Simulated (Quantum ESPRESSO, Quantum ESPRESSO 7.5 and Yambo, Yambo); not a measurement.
# CdF2 (Fm-3m): G0W0 on several meshes in Yambo

Aim: the GW shift of CdF2 (Fm-3m) against the k mesh.

Main program and level: Quantum ESPRESSO 7.5 and Yambo 5.3.0; PBE and many-body steps on it, plane waves.

## 1. Starting point

It takes space group Fm-3m (No. 225, cubic). The conventional cell has a = 5.388 Å, b = 5.388 Å, c = 5.388 Å, α = 90.00°, β = 90.00°, γ = 90.00°. Nearest to Cd lie 8 F at 2.33 Å. Nearest to F lie 4 Cd at 2.33 Å. Farther neighbours and most contacts between anions are not listed.

The cell and positions come from the Crystallography Open Database and are kept as given unless a step says otherwise.

## 2. Empty states on the mesh, 2×2×2 mesh, 133 bands

This step: Quantum ESPRESSO 7.5; DFT, PBE, plane waves, norm-conserving pseudopotentials.

The sums over transitions need many empty states on a uniform mesh; this step solves for them.

pw.in reads:

```
&control
  calculation = 'nscf'
  prefix = 'x'
  outdir = 'o'
  pseudo_dir = 'pseudo'
/
&system
  ibrav = 0
  nat = 3
  ntyp = 2
  ecutwfc = 94.0
  nbnd = 133
  force_symmorphic = .true.
/
&electrons
  conv_thr = 1e-9
  electron_maxstep = 80
  diago_full_acc = .true.
  diago_thr_init = 5e-6
/
ATOMIC_SPECIES
  Cd 112.41 Cd.upf
  F 18.998 F.upf
CELL_PARAMETERS angstrom
  0.0000000000 2.6940000000 2.6940000000
  2.6940000000 -0.0000000000 2.6940000000
  2.6940000000 2.6940000000 -0.0000000000
ATOMIC_POSITIONS crystal
  Cd 0.0000000000 0.0000000000 0.0000000000
  F 0.2500000000 0.2500000000 0.2500000000
  F 0.7500000000 0.7500000000 0.7500000000
K_POINTS automatic
  2 2 2 0 0 0
```

Run with:

```console
$ OMP_NUM_THREADS=1 mpirun -n 8 pw.x -nk 4 -in pw.in > pw.out
```

Log:

```text
Program PWSCF v.7.5 starts

     This program is part of the open-source Quantum ESPRESSO suite
     for quantum simulation of materials; please cite
         "P. Giannozzi et al., J. Phys.:Condens. Matter 21 395502 (2009);
         "P. Giannozzi et al., J. Phys.:Condens. Matter 29 465901 (2017);
         "P. Giannozzi et al., J. Chem. Phys. 152 154105 (2020);
     in publications or presentations arising from this work. More details at

     Atomic positions and unit cell read from directory:
     o/x.save/

     Message from routine setup:
[...]
118.4126 118.4126 118.5381 118.5381 118.6324

          k =-0.7071 0.0000 0.0000 (  4088 PWs)   bands (ev):

[...]
77.9952  77.9952  78.6680  78.6680  79.5503  80.5634  83.2863  83.4189
     [... 5 further rows ...]
   113.3169 113.8371 114.4994 114.9193 115.0571 117.0836 118.2436 118.2436
   120.6207 121.5706 122.0076 122.0076 124.1705

     highest occupied, lowest unoccupied level (ev):     6.4411    9.6539

     XML data file, pseudopotentials, collected wavefunctions

=------------------------------------------------------------------------------=
   JOB DONE.
=------------------------------------------------------------------------------=
```

Run time: 3.1 s. Hardware: 8 MPI ranks of Arm Neoverse V2, shared host; peak memory 0.5 GiB.

This step gave:

```
gap                                                           : 3.213 eV
k of the valence top                                          : 0, -0.5, -0.5
k of the conduction bottom                                    : 0, 0, 0
least direct gap                                              : 3.619 eV
k points computed                                             : 3
lowest point of the top converged band, above the valence top : 112.1913 eV
```

On this mesh the gap is 3.213 eV.

The density comes from a self-consistent run that is not shown.

## 3. Conversion and set-up

This step: Yambo 5.3.0; conversion and set-up on PBE, plane waves, norm-conserving pseudopotentials.

The states are converted to the many-body program's format and the q mesh is built.

Run with:

```console
$ (cd o/x.save; p2y > p2y.log; mv SAVE ../..); yambo > setup.log
```

Log:

```text
 Yambo, version 5.3.0

 [02] CORE Variables Setup
 =========================

  [02.01] Unit cells
  ==================

  Cell kind             :  FCC
  Atoms in the cell     :  Cd  F
  number of Cd atoms    :  1
  number of F  atoms    :  2

  List of atomic masses
  Mass of Cd    :  112.4100
  Mass of F     :  18.99800

  List of atomic coordinates    : [cc]
  Cd1       :  0.000000  0.000000  0.000000  order 1
  F1       :  2.545461  2.545461  2.545461  order 2
  F2       :  7.636383  7.636383  7.636383  order 3

  Alat factors          :  5.090922  5.090922  5.090922 [a.u.]
[...]
0.000000  0.000000  0.000000  0.000000  0.000000  0.000000  0.000000  0.000000

 [03] Transferred momenta grid and indexing
 ==========================================

 IBZ Q-points                                      :  3
 BZ  Q-points                                      :   8

 K/Q-points units:
 rlu = crystal or reduced units; cc = cartesian coordinates; iku = interal k-units

 Q [1]          [rlu]:  0.000000  0.000000  0.000000
 Q [2]          [rlu]:  0.72092E-16  0.72092E-16 -0.50000
 Q [3]          [rlu]:  0.13177E-16 -0.50000     -0.50000

  [03.01] X indexes
  =================

   [03.01.01] Sigma indexes
   ========================

 [06] Game Over & Game summary
```

Elapsed: 2.1 s, on 1 MPI rank; peak memory 0.25 GiB.

## 4. 2×2×2

G0W0 replaces the xc potential by the self-energy, built once from these orbitals. Only a window of levels is corrected, while the sums run over the empty bands that the input names.

This step: G0W0 on PBE, plane waves, norm-conserving pseudopotentials.

gw13.in reads:

```
HF_and_locXC
gw0
dyson
ppa
em1d
rim_cut
RandQpts= 1000000
RandGvec= 1 RL
EXXRLvcs= 94 Ry
VXCRLvcs= 376 Ry
Chimod= "HARTREE"
% BndsRnXp
 1 | 133 |
%
NGsBlkXp= 15.5 Ry
% LongDrXp
 1 | 1 | 1 |
%
% GbndRnge
 1 | 133 |
%
DysSolver= "n"
ExtendOut
PPAPntXp= 27.21138 eV
% QPkrange
 3 | 3 | 16 | 19 |
 1 | 1 | 16 | 19 |
%
```

Run with:

```console
$ OMP_NUM_THREADS=1 mpirun -n 8 yambo -F gw13.in -J gw13 -C gw13 > gw13.log
```

Log:

```text
 Yambo, version 5.3.0

 [02] CORE Variables Setup
 =========================

  [... cell, symmetries and grids as in the set-up ...]

  [02.05] Energies & Occupations
  ==============================

  [X] === General ===
  [X] Electronic Temperature                        :  0.000000  0.000000 [eV K]
  [X] Bosonic    Temperature                        :  0.000000  0.000000 [eV K]
  [X] Finite Temperature mode                       : no
  [X] El. density                                   :  0.86947E+24 [cm-3]
  [X] Fermi Level                                   :  6.441050 [eV]

  [X] === Gaps and Widths ===
  [X] Conduction Band Min                           :  3.212830 [eV]
  [X] Valence Band Max                              :  0.000000 [eV]
  [X] Filled Bands                                  :  17
  [X] Empty Bands                                   :   18  133
  [X] Direct Gap                                    :  3.619370 [eV]
  [X] Direct Gap localized at k                     :  1
  [X] Indirect Gap                                  :  3.212830 [eV]
  [X] Indirect Gap between kpts                     :  3  1
  [X] Last valence band width                       :  0.406540 [eV]
  [X] 1st conduction band width                     :  4.912420 [eV]

 [03] Transferred momenta grid and indexing
 ==========================================

 IBZ Q-points                                      :  3
 BZ  Q-points                                      :   8

 K/Q-points units:
 rlu = crystal or reduced units; cc = cartesian coordinates; iku = interal k-units

 Q [1]          [rlu]:  0.000000  0.000000  0.000000
 Q [2]          [rlu]:  0.72092E-16  0.72092E-16 -0.50000
 Q [3]          [rlu]:  0.13177E-16 -0.50000     -0.50000

 [04] Coloumb potential Random Integration (RIM)
 ===============================================

  [04.01] RIM initialization
  ==========================

  * Diagonal components only detected *

  8 x (sBL volume)        :  0.939984 [a.u.]
  sBZ random points       :  1000000
  Points outside the sBZ  :   7996195
  RL volume               :  0.939984 [a.u.]
  Integrated volume       :  0.940431 [a.u.]

  [04.02] RIM integrals
  =====================

  Gamma point sphere radius             :  0.177688 [a.u.]
  Points outside the sphere             :   799659
  [Int_sBZ(q=0) 1/q^2]*(Vol_sBZ)^(-1/3) =:  7.764404
                                 should be <:  7.795600

  Summary of Coulomb integrals for non-metallic bands |Q|[au] RIM/Bare

  Q [1] 0.100000E-4 0.995998 * Q [2] 0.534422 1.064860
  Q [3] 0.617097 1.063731

 [05] Dipoles
 ============

  [05.01] Setup: observables and procedures
  =========================================

 [06] Dynamic Dielectric Matrix (PPA)
 ====================================

 [SLK-Inversion]  Pools        :  2
 [SLK-Inversion]  BLACS grid   :  2  2

 [WR./gw13//ndb.pp]--------------------------------------------------------------
  Brillouin Zone Q/K grids (IBZ/BZ)                :   3   8   3   8
  RL vectors                                       :   4909 [WF]
  Coulomb cutoff potential                         : none
  Electronic Temperature                           :  0.000000 [K]
  Bosonic    Temperature                           :  0.000000 [K]
  PPA    diel. fun.  energies                      : Perdew, Burke & Ernzerhof(X)+Perdew, Burke & Ernzerhof(C)
  wavefunctions                                    : Perdew, Burke & Ernzerhof(X)+Perdew, Burke & Ernzerhof(C)
  Global Gauge                                     : length
  X matrix size                                    :  307
  X band range                                     :    1  133
  X e/h energy range                               : -1.000000 -1.000000 [eV]
  X Time ordering                                  : R
  X Hxc Kernel                                     : HARTREE
  X Drude frequency                                :  0.000000  0.000000
  X poles                                          :  100.0000 [o/o]
  RL vectors in the sum                            :   4909
  [r,Vnl] included                                 : yes
  Field direction                                  :  0.577350E-5  0.577350E-5  0.577350E-5
  BZ energy Double Grid                            : no
  BZ energy DbGd points                            : 0
  BZ Q point size factor                           : -1.000000
  X Optical Averaged directions                    : none

 [07] Local Exchange-Correlation + Non-Local Fock
 ================================================

 [VXC] Plane waves :   32647
 [EXS] Plane waves :   4111

 QP @ state[ 1 ] K range:  1  1
 QP @ state[ 1 ] b range:  16  19
 QP @ state[ 2 ] K range:  3  3
 QP @ state[ 2 ] b range:  16  19

 [xc] Functional : Perdew, Burke & Ernzerhof(X)+Perdew, Burke & Ernzerhof(C)
 [xc] LIBXC used to calculate xc functional
  PP Number of Atomic Species                      :  2
  NLCC RL compoments                               :   32647
  PP Number of Atomic Species                      :  2
  NLCC RL compoments                               :   32647

 [xc] E_xc :  -24.67662 [Ha]
      E_xc :  -49.35324 [Ry]

  Local XC kind (lXC) : Perdew, Burke & Ernzerhof(X)+Perdew, Burke & Ernzerhof(C)
  Non-Local XC kind (nlXC) : Hartree-Fock

  Corrections @ K [1] :  [eV]
 <16|nlXC|16> = -31.93347 -0.16289E-16 <16|lXC|16> = -25.00270  0.000000
 <17|nlXC|17> = -31.93347 -0.21649E-16 <17|lXC|17> = -25.00270  0.37763E-15
 <18|nlXC|18> = -7.490048  0.71909E-17 <18|lXC|18> = -12.37841  0.18882E-15
 <19|nlXC|19> = -4.560721  0.21121E-17 <19|lXC|19> = -10.17450  0.94408E-16

  Corrections @ K [3] :  [eV]
 <16|nlXC|16> = -31.07785 -0.28121E-17 <16|lXC|16> = -24.28118  0.94408E-16
 <17|nlXC|17> = -31.07785  0.62038E-17 <17|lXC|17> = -24.28118  0.000000
 <18|nlXC|18> = -10.32183 -0.74387E-19 <18|lXC|18> = -16.35107  0.16521E-15
 <19|nlXC|19> = -6.081946 -0.30022E-17 <19|lXC|19> = -11.41517  0.18882E-15

  [07.01] Hartree-Fock occupations report
  =======================================

  [Hartree-Fock] === General ===
  [Hartree-Fock] Electronic Temperature             :  0.000000  0.000000 [eV K]
  [Hartree-Fock] Bosonic    Temperature             :  0.000000  0.000000 [eV K]
  [Hartree-Fock] Finite Temperature mode            : no
  [Hartree-Fock] El. density                        :  0.86947E+24 [cm-3]
  [Hartree-Fock] Fermi Level                        :  6.441050 [eV]

  [Hartree-Fock] === Gaps and Widths ===
  [Hartree-Fock] Conduction Band Min                :  7.292541 [eV]
  [Hartree-Fock] Valence Band Max                   : -0.304463 [eV]
  [Hartree-Fock] Filled Bands                       :  17
  [Hartree-Fock] Empty Bands                        :   18  133
  [Hartree-Fock] Direct Gap                         :  7.597004 [eV]
  [Hartree-Fock] Direct Gap localized at k          :  2
  [Hartree-Fock] Indirect Gap                       :  7.597004 [eV]
  [Hartree-Fock] Indirect Gap between kpts          :  2  2
  [Hartree-Fock] Last valence band width            :  7.032846 [eV]
  [Hartree-Fock] 1st conduction band width          :  6.861950 [eV]

 [08] Dyson equation: Newton solver
 ==================================

  [08.01] G0W0 (W PPA)
  ====================

  [  GW  ] Bands range     :    1  133
  [GW/PPA] G damping       :  0.100000 [eV]

  QP @ state[ 1 ] K range:  1  1
  QP @ state[ 1 ] b range:  16  19
  QP @ state[ 2 ] K range:  3  3
  QP @ state[ 2 ] b range:  16  19

   Sc/G bands                                       :    1  133
   Sc/G damping                                     :  0.100000 ev
   Sc bands terminator                              : no
   Sx RL components                                 :   4111

   QP @ state[ 1 ] K range                          :  1  1
   QP @ state[ 1 ] b range                          :  16  19
   QP @ state[ 2 ] K range                          :  3  3
   QP @ state[ 2 ] b range                          :  16  19
   GF energies kind                                 : Perdew, Burke & Ernzerhof(X)+Perdew, Burke & Ernzerhof(C)
   GF WF`s kind                                     : Perdew, Burke & Ernzerhof(X)+Perdew, Burke & Ernzerhof(C)
   Xs energies kind                                 : Perdew, Burke & Ernzerhof(X)+Perdew, Burke & Ernzerhof(C)
   Xs WF`s kind                                     : Perdew, Burke & Ernzerhof(X)+Perdew, Burke & Ernzerhof(C)

 [11] Game Over & Game summary
```

It took 8.6 s on 8 MPI ranks; peak memory 2.5 GiB.

This step gave:

```
G0W0 gap on the points computed              : 5.289 eV
starting gap on the mesh                     : 3.213 eV
k of the valence top                         : 0, -0.5, -0.5
k of the conduction bottom                   : 0, 0, 0
least direct G0W0 gap on the computed points : 5.927 eV
Z at the valence top                         : 0.7926
Z at the conduction bottom                   : 0.8626
```

The gap on the mesh goes from 3.21 eV to 5.29 eV, a correction of +2.08 eV.

## 5. Empty states on the mesh, 6×6×6 mesh, 133 bands

This step: Quantum ESPRESSO 7.5; DFT, PBE, plane waves, norm-conserving pseudopotentials.

pw.in, as its differences from that of step 2:

```diff
@@ -32,2 +32,2 @@
 K_POINTS automatic
-  2 2 2 0 0 0
+  6 6 6 0 0 0
```

Run with:

```console
$ OMP_NUM_THREADS=1 mpirun -n 8 pw.x -nk 4 -in pw.in > pw.out
```

Log:

```text
[banner, memory and clock lines left out]
Program PWSCF v.7.5 starts

     Atomic positions and unit cell read from directory:
     o/x.save/

     Message from routine setup:
     using ibrav=0 with symmetry is DISCOURAGED, use correct ibrav instead

     bravais-lattice index     =            0
     lattice parameter (alat)  =       7.1997  a.u.
     unit-cell volume          =     263.8878 (a.u.)^3
     number of atoms/cell      =            3
     number of atomic types    =            2
     number of electrons       =        34.00
[...]
[... 5 further rows ...]
[...]
116.4548 116.8675 116.8675 119.0047 120.0942

          k = 0.2357 0.2357-0.2357 (  4068 PWs)   bands (ev):

[...]
75.7285  77.7162  78.1165  78.1165  80.8931  81.4430  81.4430  82.6734
     [... 5 further rows ...]
   113.3176 113.4073 113.4073 114.5210 115.8982 115.8982 115.9066 118.0585
   118.0585 119.6353 119.6353 120.5485 120.6032

          k =-0.3536-0.3536 0.3536 (  4092 PWs)   bands (ev):

     [... further k-points ...]

     highest occupied, lowest unoccupied level (ev):     6.5104    9.6539

     XML data file, pseudopotentials, collected wavefunctions
```

Wall time 10 s (8 MPI ranks); peak memory 0.55 GiB.

Numbers from this step:

```yaml
gap: 3.143 eV
k_of_the_valence_top: 0.1667, -0.5, -0.3333
k_of_the_conduction_bottom: 0, 0, 0
least_direct_gap: 3.619 eV
k_points_computed: 16
lowest_point_of_the_top_converged_band_above_the_valence_top: 112.1220 eV
```

On this mesh the gap is 3.143 eV.

(Part 1 of 2 ends here.)

[Paths, hosts, dates, memory and timing lines, banners, echoed tables and standing remarks are left out of the program output.]

[Logs are printed without paths, hosts, clocks, repeated set-up lines and the standing remarks that a program may print on its own settings, such as how far it seeks lower states.]

[Runs of the session that timed out or met a known fault of the program may be left out.]

[Hosts, paths, dates, database ids (printed as entryN), source tags and the programs' standing remarks are cut or masked in the printed files.]
